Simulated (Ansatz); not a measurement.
# What LiY (built on the sites of a database entry of LiIn) distorts into, part 2 of 3

Which phase does LiY (built on the sites of a database entry of LiIn) fall into along its unstable mode, and how much energy does it gain?

Ansatz 0.2.0; DFT PBEsol, scalar-relativistic, plane waves, PAW.

So far, highest frequency on the path or at a solved wavevector (cm⁻¹): step 2 (response at finite wavevector) 302. Also lowest frequency on the path (cm⁻¹): step 2 -60.6.

The structure was built from a prototype and need not be the compound's stable phase.

## Step 4: The mode frozen in, largest atomic shift 0.45 Å

The atoms are moved along the unstable eigenvector, the largest shift by 0.45 Å, with the cell fixed.

input.yaml

```yaml
crystal:
  lattice:
    - [0.0, -3.6938399398, -3.6938399398]
    - [0.0, 3.6938399398, -3.6938399398]
    - [7.3876798796, 0.0, 0.0]
  atoms:
    - { symbol: Li, position: [0.5, 0.446536809, 0.0] }
    - { symbol: Li, position: [0.0, 0.053463191, 0.5] }
    - { symbol: Li, position: [0.0, 0.553463191, 0.25] }
    - { symbol: Li, position: [0.5, -0.053463191, 0.75] }
    - { symbol: "Y", position: [0.5, 0.4138571089, 0.5] }
    - { symbol: "Y", position: [0.0, 1.0861428911, 0.0] }
    - { symbol: "Y", position: [0.0, 0.5861428911, 0.75] }
    - { symbol: "Y", position: [0.5, -0.0861428911, 0.25] }
kpoints:
  mp_grid: { grid: [8, 8, 6] }
hamiltonian:
  xc: pbesol
scf:
  occupations: { method: methfessel_paxton, width: 0.2 }
output:
  forces: true
  stress: true
  eigenvalues: true
```

Started as:

```
$ ansatz run input.yaml --threads 4 --pin off --max-ram 14336MiB --backend cpu --events-out ev --progress --plain --runs-dir out
```

Numbers of over 12 decimals in the logs are rounded to 6 here.

The log of the run:

```text
[...]
Crystal: 8 atoms, lattice volume = 201.602 Å³
Basis set: ecut = 420 eV, 3953 PW (Γ), exchange–correlation on 72×72×100 points (8 copies of the dense FFT grid, shifted against one another)
Bands: 36, of which v1, the nominal top of the filled ones, is band 28 counted from 1 (27 counted from 0)
Symmetry: 8 space group operations
[...]
k-points: 100 of 384
[...]
k-point 0: bands = [... 24 lower, 5.8434, 5.8542, 6.5623, 6.6029, 6.6036, 6.6723, 6.7963, 6.9893, ... 4 higher]
  k-point 1: bands = [... 24 lower, 5.8238, 6.0415, 6.2483, 6.5840, 6.6474, 6.8639, 6.8966, 6.9059, ... 4 higher]
  k-point 2: bands = [... 24 lower, 5.7792, 6.0233, 6.4106, 6.5023, 6.6367, 6.7758, 7.0224, 7.1280, ... 4 higher]
  k-point 99: bands = [... 24 lower, 5.5177, 5.5177, 5.5177, 5.5177, 6.7147, 6.7147, 6.7147, 6.7147, ... 4 higher]
[key lines of the parts left out:]
SCF converged after 7 iterations
Free energy (F): -15990.034201 eV
Fermi energy:    6.420383 eV
P = ⅓ Tr σ = -0.4245 GPa (-4.245 kbar)
```

The job ended after 10 s (4 threads of Arm Neoverse V1, shared host; peak memory 0.83 GiB; 40 s of CPU time).

This step gave:

* pressure: -0.4245 GPa
* energy from the undistorted cell: -29.55 meV/atom

The energy, extrapolated to zero smearing, is -29.55 meV/atom against the undistorted cell.

The run ends at a pressure of -0.42 GPa, with forces up to 0.23 eV/Å.

## Step 5: Energy along the mode, all amplitudes (two of the runs are shown above)

An imaginary frequency means negative curvature, so the energy should fall and then rise again as anharmonic terms take over.

Numbers from this step:

```yaml
depth_at_the_lowest_point_sampled: 29.55 meV/atom
largest_atomic_shift_at_that_point: 0.45 Å
```

Table of energy from the parent by largest atomic shift:

```
largest atomic shift (Å)  energy from the parent (meV/atom)
                   0.000                                  0
                   0.040                             -0.506
                   0.080                                 -2
                   0.140                              -5.92
                   0.220                              -13.5
                   0.320                              -23.7
                   0.450                              -29.6
                   0.600                              -18.7
```

Displacement at unit largest shift by atom:

```csv
atom,x (Å),y (Å),z (Å),size
Li1,0.000,-0.439,0.439,0.621
Li2,0.000,0.439,-0.439,0.621
Li3,0.000,0.439,-0.439,0.621
Li4,0.000,-0.439,0.439,0.621
Y5,0.000,-0.707,0.707,1.000
Y6,0.000,0.707,-0.707,1.000
Y7,0.000,0.707,-0.707,1.000
Y8,0.000,-0.707,0.707,1.000
```

The lowest of the steps tried is at 0.45 Å, 29.6 meV/atom below the parent; the bottom of the well need not coincide with a step.

## Step 6: Relaxation from the frozen mode

Starting from the lowest point found, all atoms and the cell are let go, so that strain and other modes of the same symmetry can join in.

input.yaml, as its differences from that of step 4:

```diff
@@ -24 +24,6 @@
   eigenvalues: true
+relax:
+  adjacent_minimum: "off"
+  f_tol: 0.002
+  max_steps: 120
+  cell: { stress_tol: 0.03 }
```

The log of the run:

```text
[...]
Crystal: 8 atoms, lattice volume = 201.602 Å³
Basis set: ecut = 420 eV, 3953 PW (Γ), exchange–correlation on 72×72×100 points (8 copies of the dense FFT grid, shifted against one another)
Bands: 36, of which v1, the nominal top of the filled ones, is band 28 counted from 1 (27 counted from 0)
Symmetry: 8 space group operations
[...]
k-points: 100 of 384
[...]
SCF iter   1: F=—  HF=-15990.037248 eV  |F-HF|=—  |Δ(HF+E_count)|=         —  Δρ=3.32e-3  dr2=2.59e-2  ethr=1.77e-3  ⟨swp⟩=7.5  Hψ=16503  notcnv=0
[...]
SCF iter   7: F=-15990.034201 eV  HF=-15990.034201 eV  |F-HF|=6.18e-10  |Δ(HF+E_count)|=   2.22e-8  S|Δr|=    0.00e0  Δρ=1.18e-6  dr2=3.04e-9  ethr=1.79e-10  ⟨swp⟩=5.1  Hψ=11962  notcnv=0
SCF 1 converged in 7 iterations: F = -15990.034201 eV  dr2 = 3.04e-9
[...]
relax step   1: F+E_penalty+E_count = -15990.03420127 eV  Δ(F+E_penalty+E_count) = +0.000e0 eV  max|allowed force component| = 2.228e-1 eV/Å  Δτ_max = 0.0000 Å  P = -0.424 GPa  Ω = 201.602 Å³  (7 SCF iters, dr2 threshold 1.00e-7 eV, accepted)
Crystal: 8 atoms, lattice volume = 196.220 Å³
Basis set: ecut = 420 eV, 3861 PW (Γ), exchange–correlation on 72×72×100 points (8 copies of the dense FFT grid, shifted against one another)
[...]
SCF iter   6: F=-15990.162868 eV  HF=-15990.162868 eV  |F-HF|=5.73e-9  |Δ(HF+E_count)|=   1.39e-7  S|Δr|=    0.00e0  Δρ=6.30e-6  dr2=8.44e-8  ethr=1.43e-9  ⟨swp⟩=6.2  Hψ=13724  notcnv=0
SCF 2 converged in 6 iterations: F = -15990.162868 eV  dr2 = 8.44e-8
relax step   2: F+E_penalty+E_count = -15990.16286759 eV  Δ(F+E_penalty+E_count) = -1.287e-1 eV  max|allowed force component| = 2.064e-1 eV/Å  Δτ_max = 0.1140 Å  P = +0.154 GPa  Ω = 196.220 Å³  energy of the carried Pulay correction = +1.116e-4 eV  (6 SCF iters, dr2 threshold 8.00e-7 eV, accepted)
Crystal: 8 atoms, lattice volume = 195.198 Å³
Basis set: ecut = 420 eV, 3841 PW (Γ), exchange–correlation on 72×72×100 points (8 copies of the dense FFT grid, shifted against one another)
[...]
SCF iter   5: F=-15990.268063 eV  HF=-15990.268063 eV  |F-HF|=1.30e-8  |Δ(HF+E_count)|=   3.34e-7  S|Δr|=    0.00e0  Δρ=5.80e-6  dr2=7.64e-8  ethr=1.43e-9  ⟨swp⟩=6.3  Hψ=15254  notcnv=0
SCF 3 converged in 5 iterations: F = -15990.268063 eV  dr2 = 7.64e-8
[...]
relax step   3: F+E_penalty+E_count = -15990.26806272 eV  Δ(F+E_penalty+E_count) = -1.052e-1 eV  max|allowed force component| = 1.249e-1 eV/Å  Δτ_max = 0.0962 Å  P = +0.346 GPa  Ω = 195.198 Å³  energy of the carried Pulay correction = +1.333e-4 eV  (5 SCF iters, dr2 threshold 8.00e-7 eV, accepted)
[... from here on, the SCF cycles and remarks between the steps are left out ...]
relax step   4: F+E_penalty+E_count = -15990.42073836 eV  Δ(F+E_penalty+E_count) = -1.527e-1 eV  max|allowed force component| = 4.643e-2 eV/Å  Δτ_max = 0.1410 Å  P = +0.704 GPa  Ω = 194.174 Å³  energy of the carried Pulay correction = +1.553e-4 eV  (5 SCF iters, dr2 threshold 8.00e-7 eV, accepted)
relax step   5: F+E_penalty+E_count = -15990.49258052 eV  Δ(F+E_penalty+E_count) = -7.184e-2 eV  max|allowed force component| = 7.616e-2 eV/Å  Δτ_max = 0.0915 Å  P = +0.848 GPa  Ω = 194.784 Å³  energy of the carried Pulay correction = +1.422e-4 eV  (6 SCF iters, dr2 threshold 8.00e-7 eV, accepted)
relax step   6: F+E_penalty+E_count = -15990.53688807 eV  Δ(F+E_penalty+E_count) = -4.431e-2 eV  max|allowed force component| = 1.317e-1 eV/Å  Δτ_max = 0.1219 Å  P = +0.016 GPa  Ω = 199.835 Å³  energy of the carried Pulay correction = +3.607e-5 eV  (5 SCF iters, dr2 threshold 8.00e-7 eV, accepted)
relax step   7: F+E_penalty+E_count = -15990.53900648 eV  Δ(F+E_penalty+E_count) = -2.118e-3 eV  max|allowed force component| = 4.407e-2 eV/Å  Δτ_max = 0.0532 Å  P = -0.060 GPa  Ω = 200.478 Å³  energy of the carried Pulay correction = +2.289e-5 eV  (5 SCF iters, dr2 threshold 8.00e-7 eV, accepted)
relax step   8: F+E_penalty+E_count = -15990.55328827 eV  Δ(F+E_penalty+E_count) = -1.428e-2 eV  max|allowed force component| = 3.452e-2 eV/Å  Δτ_max = 0.0613 Å  P = -0.041 GPa  Ω = 200.106 Å³  energy of the carried Pulay correction = +3.050e-5 eV  (5 SCF iters, dr2 threshold 5.38e-7 eV, accepted)
relax step   9: F+E_penalty+E_count = -15990.55463260 eV  Δ(F+E_penalty+E_count) = -1.344e-3 eV  max|allowed force component| = 1.415e-2 eV/Å  Δτ_max = 0.0310 Å  P = +0.038 GPa  Ω = 199.674 Å³  energy of the carried Pulay correction = +3.938e-5 eV  (5 SCF iters, dr2 threshold 7.45e-8 eV, accepted)
relax step  10: F+E_penalty+E_count = -15990.55488537 eV  Δ(F+E_penalty+E_count) = -2.528e-4 eV  max|allowed force component| = 1.893e-3 eV/Å  Δτ_max = 0.0088 Å  P = -0.004 GPa  Ω = 199.933 Å³  energy of the carried Pulay correction = +3.406e-5 eV  (5 SCF iters, dr2 threshold 1.25e-8 eV, accepted)
relax step  11: F+E_penalty+E_count = -15990.55759649 eV  Δ(F+E_penalty+E_count) = -2.711e-3 eV  max|allowed force component| = 1.871e-3 eV/Å  Δτ_max = 0.0000 Å  P = +0.026 GPa  Ω = 199.933 Å³  stress off target by 8.56e-2 GPa  SCF on the basis re-selected at this cell (its energy is not comparable with the rows above)  (6 SCF iters)
relax step  12: F+E_penalty+E_count = -15990.55774785 eV  Δ(F+E_penalty+E_count) = -1.514e-4 eV  max|allowed force component| = 1.075e-3 eV/Å  Δτ_max = 0.0026 Å  P = +0.005 GPa  Ω = 200.080 Å³  energy of the carried Pulay correction = -3.043e-6 eV  (5 SCF iters, dr2 threshold 1.83e-8 eV, accepted)
relax step  13: F+E_penalty+E_count = -15990.55776355 eV  Δ(F+E_penalty+E_count) = -1.570e-5 eV  max|allowed force component| = 7.667e-4 eV/Å  Δτ_max = 0.0014 Å  P = +0.000 GPa  Ω = 200.116 Å³  energy of the carried Pulay correction = -3.719e-6 eV  (6 SCF iters, accepted)
[...]
SCF iter   4: F=-15990.557767 eV  HF=-15990.557767 eV  |F-HF|=7.28e-12  |Δ(HF+E_count)|=   5.50e-8  S|Δr|=    0.00e0  Δρ=5.06e-8  dr2=4.48e-12  ethr=1.00e-12  ⟨swp⟩=4.0  Hψ=16597  notcnv=0
SCF 14 converged in 4 iterations: F = -15990.557767 eV  dr2 = 4.48e-12
relax step  14: F+E_penalty+E_count = -15990.55776731 eV  Δ(F+E_penalty+E_count) = -3.753e-6 eV  max|allowed force component| = 7.678e-4 eV/Å  Δτ_max = 0.0000 Å  P = +0.000 GPa  Ω = 200.116 Å³  stress off target by 1.03e-3 GPa  SCF on the basis re-selected at this cell (its energy is not comparable with the rows above)  (4 SCF iters)
[...]
SCF converged after 4 iterations
[...]
Free energy (F): -15990.557767 eV
[...]
Internal energy: -15990.556581 eV  (E = F + TS)
E sigma→0 (E₀):  -15990.557471 eV
Entropy (-TS):   -0.001187 eV (-0.148 meV/atom)
Fermi energy:    6.569760 eV
[...]
--- Forces (eV/Å), atoms counted from 1 ---
  atom   1  Li    -0.00068161     0.00011038    -0.00011038
  atom   2  Li    -0.00068161    -0.00011038     0.00011038
  atom   3  Li     0.00068161    -0.00011038     0.00011038
  atom   4  Li     0.00068161     0.00011038    -0.00011038
  atom   5  Y      0.00076779     0.00003948    -0.00003948
  atom   6  Y      0.00076779    -0.00003948     0.00003948
  atom   7  Y     -0.00076779    -0.00003948     0.00003948
  atom   8  Y     -0.00076779     0.00003948    -0.00003948
  max |Σ_I F_I| component: 8.67e-19 eV/Å
--- Stress (GPa, compression-positive) ---
        0.001033      -0.000000       0.000000
       -0.000000      -0.000041      -0.000429
        0.000000      -0.000429      -0.000041
  P = ⅓ Tr σ = 0.0003 GPa (0.003 kbar)
--- Band table (eV; the first three rows and the last of 100) ---
  k-point 0: bands = [... 24 lower, 5.8448, 5.8918, 6.2663, 6.8308, 6.9012, 7.0534, 7.1449, 7.1549, ... 4 higher]
  k-point 1: bands = [... 24 lower, 5.7594, 6.2110, 6.2827, 6.7275, 6.7705, 6.9052, 6.9994, 7.1296, ... 4 higher]
  k-point 2: bands = [... 24 lower, 5.9481, 6.1453, 6.4129, 6.6854, 6.7111, 6.8389, 6.9451, 7.0332, ... 4 higher]
  k-point 99: bands = [... 24 lower, 5.7561, 5.7561, 5.7561, 5.7561, 6.8400, 6.8400, 6.8400, 6.8400, ... 4 higher]
--- Relaxed structure (12 steps of the walk, 12 accepted, 2 SCFs on fresh bases) ---
  F+E_penalty+E_count = -15990.55776731 eV   max|allowed force component| = 7.678e-4 eV/Å   (the final SCF, on the basis selected at the relaxed cell)
  cell:  # Å, volume = 200.1161 Å³
    - [0, -3.659769, -3.659769]
    - [0, 4.418829, -4.418829]
    - [6.187157, 0, 0]
  atoms:
    - { symbol: Li, position: [0.500000, 0.414904, -0.00143285] }
    - { symbol: Li, position: [-6.938893903907228e-18, 0.085096, 0.498567] }
    - { symbol: Li, position: [0.0, 0.585096, 0.251433] }
    - { symbol: Li, position: [0.500000, -0.085096, 0.751433] }
    - { symbol: Y, position: [0.500000, 0.349381, 0.498228] }
    - { symbol: Y, position: [0.0, 1.150619, -0.00177194] }
    - { symbol: Y, position: [0.0, 0.650619, 0.751772] }
    - { symbol: Y, position: [0.5, -0.150619, 0.251772] }
```

It took 3.1 min on 4 threads; peak memory 0.9 GiB; 12 min of CPU time.

Step by step:

| step | energy less that of the first step (eV) | largest force component (eV/Å) | pressure (GPa) | volume (Å³) |
| --- | --- | --- | --- | --- |
| 1 | 0.0000 | 0.2228 | -0.42 | 201.60 |
| 2 | -0.1287 | 0.2064 | 0.15 | 196.22 |
| 3 | -0.2339 | 0.1249 | 0.35 | 195.20 |
| 4 | -0.3865 | 0.0464 | 0.70 | 194.17 |
| 5 | -0.4584 | 0.0762 | 0.85 | 194.78 |
| 6 | -0.5027 | 0.1317 | 0.02 | 199.84 |
| 7 | -0.5048 | 0.0441 | -0.06 | 200.48 |
| 8 | -0.5191 | 0.0345 | -0.04 | 200.11 |
| 9 | -0.5204 | 0.0142 | 0.04 | 199.67 |
| 10 | -0.5207 | 0.0019 | 0.00 | 199.93 |
| 11* | -0.5234 | 0.0019 | 0.03 | 199.93 |
| 12 | -0.5235 | 0.0011 | 0.00 | 200.08 |
| 13 | -0.5236 | 0.0008 | 0.00 | 200.12 |
| 14* | -0.5236 | 0.0008 | 0.00 | 200.12 |

Relaxation steps marked * repeat the geometry before them on a plane-wave basis chosen anew for their cell, so energy and pressure can jump there.

The run keeps the 8 symmetry operations that it works with, so distortions that break them were not tested.

| cell as run | before | after | change |
| --- | --- | --- | --- |
| a (Å) | 5.224 | 5.176 | -0.9 % |
| b (Å) | 5.224 | 6.249 | +19.6 % |
| c (Å) | 7.388 | 6.187 | -16.3 % |
| volume (Å³/atom) | 25.20 | 25.01 | -0.7 % |

The atoms that moved most (Å, as changes of fractional coordinates times the final cell):

```csv
atom,dx,dy,dz,length
Y6,-0.011,0.285,-0.285,0.403
Y5,-0.011,-0.285,0.285,0.403
Y8,0.011,-0.285,0.285,0.403
Y7,0.011,0.285,-0.285,0.403
Li4,0.009,-0.140,0.140,0.198
Li3,0.009,0.140,-0.140,0.198
Li2,-0.009,0.140,-0.140,0.198
Li1,-0.009,-0.140,0.140,0.198
```

The relaxed structure:

```
Li Y
1.0
     0.00000   -3.65977   -3.65977
     0.00000    4.41883   -4.41883
     6.18716    0.00000    0.00000
Li Y
4 4
Direct
  0.50000 0.41490 0.99857
  0.00000 0.08510 0.49857
  0.00000 0.58510 0.25143
  0.50000 0.91490 0.75143
  0.50000 0.34938 0.49823
  0.00000 0.15062 0.99823
  0.00000 0.65062 0.75177
  0.50000 0.84938 0.25177
```

Numbers from this step:

```yaml
pressure: 3.17e-4 GPa
volume_per_atom: 25.01 Å³
```

The distorted start has space group Pnma; the relaxation ends in Pnma.

## Step 7: The new phase in its own primitive cell

The relaxed structure is symmetrised, reduced to its primitive cell and relaxed tightly, as its phonons need.

input.yaml

```yaml
crystal:
  lattice:
    - [6.2491676188, 0.0, 0.0]
    - [0.0, 5.1756949123, 0.0]
    - [0.0, 0.0, 6.1871566033]
  atoms:
    - { symbol: Li, position: [0.5850958571, 0.25, 0.6264328539] }
    - { symbol: Li, position: [0.9149041429, 0.75, 0.1264328539] }
    - { symbol: Li, position: [0.4149041429, 0.75, 0.3735671461] }
    - { symbol: Li, position: [0.0850958571, 0.25, 0.8735671461] }
    - { symbol: "Y", position: [0.6506187743, 0.25, 0.1267719426] }
    - { symbol: "Y", position: [0.8493812257, 0.75, 0.6267719426] }
    - { symbol: "Y", position: [0.3493812257, 0.75, 0.8732280574] }
    - { symbol: "Y", position: [0.1506187743, 0.25, 0.3732280574] }
kpoints:
  mp_grid: { grid: [6, 8, 6] }
hamiltonian:
  xc: pbesol
scf:
  occupations: { method: methfessel_paxton, width: 0.2 }
output:
  forces: true
  stress: true
  eigenvalues: true
relax:
  adjacent_minimum: "off"
  f_tol: 0.001
  max_steps: 60
  cell: { stress_tol: 0.01 }
```

The log of the run:

```text
[...]
Crystal: 8 atoms, lattice volume = 200.116 Å³
Basis set: ecut = 420 eV, 3901 PW (Γ), exchange–correlation on 90×72×90 points (8 copies of the dense FFT grid, shifted against one another)
Bands: 36, of which v1, the nominal top of the filled ones, is band 28 counted from 1 (27 counted from 0)
Symmetry: 8 space group operations
[...]
k-points: 80 of 288
[...]
atoms:
    - { symbol: Li, position: [0.5850958571, 0.25, 0.6264328539] }
    - { symbol: Li, position: [0.914904, 0.75, 0.1264328539] }
    - { symbol: Li, position: [0.4149041429, 0.75, 0.373567] }
    - { symbol: Li, position: [0.0850958571, 0.25, 0.8735671461] }
    - { symbol: Y, position: [0.6506187743, 0.25, 0.126772] }
    - { symbol: Y, position: [0.849381, 0.75, 0.6267719426] }
    - { symbol: Y, position: [0.3493812257, 0.75, 0.873228] }
    - { symbol: Y, position: [0.1506187743, 0.25, 0.373228] }
[key lines of the parts left out:]
SCF converged after 7 iterations
Free energy (F): -15990.558375 eV
Fermi energy:    6.569737 eV
P = ⅓ Tr σ = -0.0025 GPa (-0.025 kbar)
```

Elapsed: 22 s, on 4 threads; peak memory 0.81 GiB; 85 s of CPU time.

Little changed from the start: no atom moved by 0.005 Å and no cell edge by 0.1 %.

Numbers from this step:

```yaml
pressure: -0.002498 GPa
```

The largest force component left is 0.53 meV/Å and the pressure is -0.002 GPa, within the tolerances set. The cell now holds 25.01 Å³/atom.

[end of part 2 of 3]

[Logs are printed without paths, hosts, clocks, repeated set-up lines and the standing remarks that a program may print on its own settings, such as how far it seeks lower states.]

[Hosts, paths, dates, database ids (printed as entryN), source tags and the programs' standing remarks are cut or masked in the printed files.]
